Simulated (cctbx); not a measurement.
# What resolution and counting buy: SmSn4Ir2Ru4

Space group I-42m (no. 121), a = 6.5700 Å, b = 6.5700 Å, c = 9.6800 Å, α = 90.00°, β = 90.00°, γ = 90.00°.

| atom | mult. | x | y | z | Ueq (Å²) |
| --- | --- | --- | --- | --- | --- |
| Ir1 | 4 | 1/2 | 0 | 0 | 0.0032 |
| Sm1 | 2 | 0 | 0 | 0 | 0.0046 |
| Sn1 | 8 | 0.3247 | 0.6753 | 0.2156 | 0.0055 |
| Ru1 | 8 | 0.6774 | 0.6774 | 0.0750 | 0.0036 |

The model was made for the exercise: a known structure type with other elements put in, its volume estimated, not relaxed; displacement parameters are assumed.

Five simulated data sets (cctbx; Mo Kα, λ = 0.71073 Å; 4 % proportional error) differ in resolution or exposure (noise floor 4 counts in the first three, 8 in the last two). Each is refined with the right model, isotropic at 1.1 Å and anisotropic otherwise. How do the figures of merit and the uncertainties move?

```csv
d min (Å),top counts,"⟨I/σ⟩ (unmerged, absences included)",unique,param. (scale apart),Rint,R1,GooF,largest s.u. xyz (fractional),s.u. U of Ru1 (Å²),largest error (Å)
1.1,5000,7.5,97,8,0.035,0.0124,1.25,0.00018,0.0005,0.0043
0.84,5000,6.7,209,17,0.039,0.0109,0.89,0.00008,0.0002,0.0009
0.6,5000,5.6,555,17,0.045,0.0125,0.92,0.00004,0.0001,0.0003
0.75,300,1.3,296,17,0.212,0.0409,0.86,0.00039,0.0008,0.0038
0.75,3000,5.0,296,17,0.050,0.0134,0.85,0.00009,0.0002,0.0011
```

The number of reflections grows roughly as 1/d³: 97, 209 and 555 here. R1 follows the noise rather than the truth: at 300 counts it is 0.0409, at 3000 counts 0.0134, while GooF is 0.86 and 0.85: the weights 1/σ² carry the noise. The s.u. of U (U11 where anisotropic) for Ru1 goes 0.0005, 0.0002, 0.0001 Å² with resolution and 0.0008, 0.0002 Å² with exposure.

The 1.1 Å row also differs in its displacement model, so it isn't a clean test of resolution.

Hardware for the 0.6 Å refinement: 0.49 s on 1 thread of Arm Neoverse N1, on a shared host, peak memory 0.09 GiB.

[Logs are printed without paths, hosts, clocks, repeated set-up lines and the standing remarks that a program may print on its own settings, such as how far it seeks lower states.]
